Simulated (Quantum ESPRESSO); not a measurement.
# CrClO: which magnetic order is lowest, part 2 of 2

Aim: find out which collinear order of CrClO costs least.

Quantum ESPRESSO 7.5; PBEsol with U = 3.5 eV on Cr d (ortho-atomic projectors); plane waves with GBRV 1.5 PBEsol potentials, no spin-orbit coupling.

So far, absolute magnetization (μB): step 2 (run 1 (ferro ++)) 6.53.

## Step 3: Start 2: antiferro +−

Contents of pw.in:

```
&CONTROL
  calculation = 'scf'
  prefix = 'pwscf'
  outdir = './tmp'
  pseudo_dir = './pseudo'
  disk_io = 'nowf'
/
&SYSTEM
  ibrav = 0
  nat = 6
  ntyp = 4
  ecutwfc = 40
  ecutrho = 280
  nbnd = 37
  occupations = 'smearing'
  smearing = 'fd'
  degauss = 0.00367493
  nspin = 2
  starting_magnetization(1) = 0.2143
  starting_magnetization(2) = -0.2143
  starting_magnetization(3) = 0
  starting_magnetization(4) = 0
/
&ELECTRONS
  conv_thr = 1.2d-08
  electron_maxstep = 150
  mixing_beta = 0.3
/
ATOMIC_SPECIES
Cr1    51.9961 cr_pbesol_v1.5.uspp.F.UPF
Cr2    51.9961 cr_pbesol_v1.5.uspp.F.UPF
Cl     35.4500 cl_pbesol_v1.4.uspp.F.UPF
O      15.9990 o_pbesol_v1.2.uspp.F.UPF
CELL_PARAMETERS angstrom
   3.1900756200    0.0000000000    0.0000000000
   0.0000000000    3.8665605400    0.0000000000
   0.0000000000    0.0000000000    7.9524604400
ATOMIC_POSITIONS crystal
Cr1     0.0000000000    0.0000000000    0.1060403200
Cr2     0.5000000000    0.5000000000    0.8939596800
Cl      0.0000000000    0.5000000000    0.6814219400
Cl      0.5000000000    0.0000000000    0.3185780600
O       0.5000000000    0.0000000000    0.9478179000
O       0.0000000000    0.5000000000    0.0521821000
K_POINTS automatic
6 6 6 0 0 0
HUBBARD {ortho-atomic}
U Cr1-3d 3.5000
U Cr2-3d 3.5000
```

Command:

```bash
$ OMP_NUM_THREADS=1 mpirun -n 4 pw.x -nk 4 -in pw.in > pw.out
```

The program printed:

```text
[banner, memory and clock lines left out]
Program PWSCF v.7.5 starts

     Message from routine setup:
     using ibrav=0 with symmetry is DISCOURAGED, use correct ibrav instead

     bravais-lattice index     =            0
     lattice parameter (alat)  =       6.0284  a.u.
     unit-cell volume          =     661.9481 (a.u.)^3
     number of atoms/cell      =            6
     number of atomic types    =            4
     number of electrons       =        54.00
     number of Kohn-Sham states=           37
     kinetic-energy cutoff     =      40.0000  Ry
     charge density cutoff     =     280.0000  Ry
     scf convergence threshold =      1.2E-08
     mixing beta               =       0.3000
     number of iterations used =            8  plain     mixing
     Exchange-correlation= SLA  PW   PSX  PSC
                           (   1   4  10   8   0   0   0)
     Hubbard projectors: ortho-atomic
     Hubbard parameters of DFT+U (Dudarev formulation) in eV:
     U(Cr1-3d) =  3.5000
     U(Cr2-3d) =  3.5000

     Internal variables: lda_plus_u =T, lda_plus_u_kind = 0

     Internal variables: orbital_resolved =F, hub_pot_fix =F, apply_U = F

     celldm(1)=   6.028369  celldm(2)=   0.000000  celldm(3)=   0.000000
     celldm(4)=   0.000000  celldm(5)=   0.000000  celldm(6)=   0.000000

     crystal axes: (cart. coord. in units of alat)
               a(1) = (   1.000000   0.000000   0.000000 )
               a(2) = (   0.000000   1.212059   0.000000 )
               a(3) = (   0.000000   0.000000   2.492875 )

     reciprocal axes: (cart. coord. in units 2 pi/alat)
               b(1) = (  1.000000  0.000000  0.000000 )
               b(2) = (  0.000000  0.825042  0.000000 )
               b(3) = (  0.000000  0.000000  0.401143 )

     PseudoPot. # 1 for Cr read from file:
     cr_pbesol_v1.5.uspp.F.UPF
     Pseudo is Ultrasoft + core correction, Zval = 14.0

     PseudoPot. # 2 for Cr read from file:
     cr_pbesol_v1.5.uspp.F.UPF
     Pseudo is Ultrasoft + core correction, Zval = 14.0

     PseudoPot. # 3 for Cl read from file:
     cl_pbesol_v1.4.uspp.F.UPF
     Pseudo is Ultrasoft + core correction, Zval =  7.0

     PseudoPot. # 4 for O  read from file:
     o_pbesol_v1.2.uspp.F.UPF
     Pseudo is Ultrasoft + core correction, Zval =  6.0

     atomic species   valence    mass     pseudopotential
     Cr1              14.00    51.99610     Cr( 1.00)
     Cr2              14.00    51.99610     Cr( 1.00)
     Cl                7.00    35.45000     Cl( 1.00)
     O                 6.00    15.99900     O ( 1.00)

     Starting magnetic structure
     atomic species   magnetization
     Cr1             0.214
     Cr2            -0.214
     Cl              0.000
     O               0.000

      4 Sym. Ops. (no inversion) found

   Cartesian axes

     site n.     atom                  positions (alat units)
         1        Cr1    tau(   1) = (   0.0000000   0.0000000   0.2643453  )
         2        Cr2    tau(   2) = (   0.5000000   0.6060296   2.2285299  )
         3        Cl     tau(   3) = (   0.0000000   0.6060296   1.6986999  )
         4        Cl     tau(   4) = (   0.5000000   0.0000000   0.7941753  )
         5        O      tau(   5) = (   0.5000000   0.0000000   2.3627917  )
         6        O      tau(   6) = (   0.0000000   0.6060296   0.1300835  )

     number of k points=    64  Fermi-Dirac smearing, width (Ry)=  0.0037
                       cart. coord. in units 2pi/alat
        k(    1) = (   0.0000000   0.0000000   0.0000000), wk =   0.0046296
        k(    2) = (   0.0000000   0.0000000   0.0668572), wk =   0.0092593
        k(    3) = (   0.0000000   0.0000000   0.1337144), wk =   0.0092593
        k(    4) = (   0.0000000   0.0000000  -0.2005716), wk =   0.0046296
        k(    5) = (   0.0000000   0.1375070   0.0000000), wk =   0.0092593
        [... 59 further k-points ...]

     Dense  grid:    52363 G-vectors     FFT dimensions: (  36,  40,  81)

     Smooth grid:    22633 G-vectors     FFT dimensions: (  25,  30,  64)

     Check: negative core charge=   -0.000005
     Generating pointlists ...
     new r_m :   0.2560 (alat units)  1.5436 (a.u.) for type    1
     new r_m :   0.2560 (alat units)  1.5436 (a.u.) for type    2
     new r_m :   0.3005 (alat units)  1.8116 (a.u.) for type    3
     new r_m :   0.2560 (alat units)  1.5436 (a.u.) for type    4

     Initial potential from superposition of free atoms

     starting charge      52.0000, renormalised to      54.0000

     negative rho (up, down):  1.645E-02 1.645E-02

     STARTING HUBBARD OCCUPATIONS:

     =================== HUBBARD OCCUPATIONS ===================
     ------------------------ ATOM    1 ------------------------
     Tr[ns(  1)] (up, down, total) =   3.40000  0.00000  3.40000
     Atomic magnetic moment for atom   1 =   3.40000
     [... lines left out ...]
     ------------------------ ATOM    2 ------------------------
     Tr[ns(  2)] (up, down, total) =   0.00000  3.40000  3.40000
     Atomic magnetic moment for atom   2 =  -3.40000
     [... lines left out ...]
     Number of occupied Hubbard levels =    6.8000

     Atomic wfc used for Hubbard projectors are orthogonalized

     Starting wfcs are   36 randomized atomic wfcs +    1 random wfcs

     Self-consistent Calculation

     iteration #  1     ecut=    40.00 Ry     beta= 0.30
     Davidson diagonalization with overlap
     ethr =  1.00E-02,  avg # of iterations =  5.1

     =================== HUBBARD OCCUPATIONS ===================
     ------------------------ ATOM    1 ------------------------
     Tr[ns(  1)] (up, down, total) =   3.45261  0.37790  3.83050
     Atomic magnetic moment for atom   1 =   3.07471
     [... lines left out ...]
     ------------------------ ATOM    2 ------------------------
     Tr[ns(  2)] (up, down, total) =   0.37789  3.45265  3.83054
     Atomic magnetic moment for atom   2 =  -3.07476
     [... lines left out ...]
     Number of occupied Hubbard levels =    7.6610

     negative rho (up, down):  1.651E-02 1.651E-02

     total energy              =    -481.49312628 Ry
     estimated scf accuracy    <       1.46701096 Ry

     total magnetization       =    -0.00 Bohr mag/cell
     absolute magnetization    =     6.47 Bohr mag/cell

     iteration #  2     ecut=    40.00 Ry     beta= 0.30
     Davidson diagonalization with overlap
     ethr =  2.72E-03,  avg # of iterations =  2.0

     negative rho (up, down):  1.666E-02 1.666E-02

     total energy              =    -481.74825672 Ry
     estimated scf accuracy    <       0.12810986 Ry

     total magnetization       =     0.00 Bohr mag/cell
     absolute magnetization    =     6.41 Bohr mag/cell

     [... further iterations left out ...]

     iteration # 12     ecut=    40.00 Ry     beta= 0.30
     Davidson diagonalization with overlap
     ethr =  1.18E-09,  avg # of iterations =  2.0

     negative rho (up, down):  1.790E-02 1.790E-02

     total energy              =    -481.78079235 Ry
     estimated scf accuracy    <       0.00000002 Ry

     total magnetization       =     0.00 Bohr mag/cell
     absolute magnetization    =     6.48 Bohr mag/cell

     iteration # 13     ecut=    40.00 Ry     beta= 0.30
     Davidson diagonalization with overlap
     ethr =  2.83E-11,  avg # of iterations =  4.0

     negative rho (up, down):  1.790E-02 1.790E-02

     Magnetic moment per site  (integrated on atomic sphere of radius R)
     atom   1 (R=0.256)  charge= 10.8702  magn=  2.4883
     atom   2 (R=0.256)  charge= 10.8702  magn= -2.4883
     atom   3 (R=0.301)  charge=  5.0425  magn=  0.0304
     atom   4 (R=0.301)  charge=  5.0425  magn= -0.0304
     atom   5 (R=0.256)  charge=  5.4845  magn= -0.0171
     atom   6 (R=0.256)  charge=  5.4845  magn=  0.0171

     End of self-consistent calculation

     =================== HUBBARD OCCUPATIONS ===================
     ------------------------ ATOM    1 ------------------------
     Tr[ns(  1)] (up, down, total) =   3.61460  0.56077  4.17538
     Atomic magnetic moment for atom   1 =   3.05383
     [... lines left out ...]
     ------------------------ ATOM    2 ------------------------
     Tr[ns(  2)] (up, down, total) =   0.56078  3.61461  4.17538
     Atomic magnetic moment for atom   2 =  -3.05383
     [... lines left out ...]
     Number of occupied Hubbard levels =    8.3508

     Number of k-points >= 100: set verbosity='high' to print the bands.

     the Fermi energy is     6.7100 ev

!    total energy              =    -481.78079259 Ry
     estimated scf accuracy    <          5.2E-09 Ry
     smearing contrib. (-TS)   =      -0.00000000 Ry
     internal energy E=F+TS    =    -481.78079259 Ry

     The total energy is F=E-TS. E is the sum of the following terms:
     one-electron contribution =    -491.83862032 Ry
     hartree contribution      =     264.10975827 Ry
     xc contribution           =     -77.75571493 Ry
     ewald contribution        =    -176.53968915 Ry
     Hubbard energy            =       0.24347353 Ry

     total magnetization       =    -0.00 Bohr mag/cell
     absolute magnetization    =     6.48 Bohr mag/cell

     convergence has been achieved in  13 iterations
```

Elapsed: 74 s, on 4 MPI ranks of Arm Neoverse V1, shared host; peak memory 0.87 GiB; 5 min of CPU time.

Spin moment in the atom's sphere by atom:

```csv
atom,spin moment in the atom's sphere (μB)
Cr1,2.49
Cr2,-2.49
Cl3,0.03
Cl4,-0.03
O5,-0.02
O6,0.02
```

Numbers from this step:

```
smearing term TS       : 3.77e-11 eV
magnetization          : 0 μB
absolute magnetization : 6.484 μB
final state            : antiferromagnetic
```

## Step 4: The states side by side

An order is kept where moments of 0.15 μB or more survive with the typed signs; meshes match where a doubled cell samples the same k points as the first cell.

Orders:

```csv
start,final state,typed order kept,energy over the lowest (meV a seeded atom),largest site moment (μB),net moment (μB a cell of the first run),mesh matched,CPU time (s)
ferro ++,ferromagnetic,yes,0,2.514,6,yes,342.4
antiferro +-,antiferromagnetic,yes,17.13,2.488,0,yes,297.1
```

## Step 5: Occupations of the corrected shells in the lowest state

Occupations of the Hubbard shells:

```csv
block,type,shell,spin,electrons,occupation numbers
1,Cr,3d,up,3.63,0.318 0.347 0.985 0.989 0.991
1,Cr,3d,down,0.5476,0.054 0.055 0.060 0.184 0.195
2,Cr,3d,up,3.63,0.318 0.347 0.985 0.989 0.991
2,Cr,3d,down,0.5476,0.054 0.055 0.060 0.184 0.195
```

## Step 6: Results

| Property | Result |
| --- | --- |
| lowest state found | ferromagnetic (from ferro ++) |
| largest site moment | 2.51 μB |
| next state with moments | antiferromagnetic, 17.1 meV a seeded atom higher |

What this shows: This is the lowest of 2 collinear or spinless starts, no proof of the ground state.

[Logs and program files are shortened in this print: banners, set-up blocks, solver, clock and traceback lines can be left out without a mark of their own.]

[Logs are printed without paths, hosts, clocks, repeated set-up lines and the standing remarks that a program may print on its own settings, such as how far it seeks lower states.]

[Hosts, paths, dates, database ids (printed as entryN), source tags and the programs' standing remarks are cut or masked in the printed files.]

[Where a cell is said to come from a database of computed structures, the database is the Materials Project.]
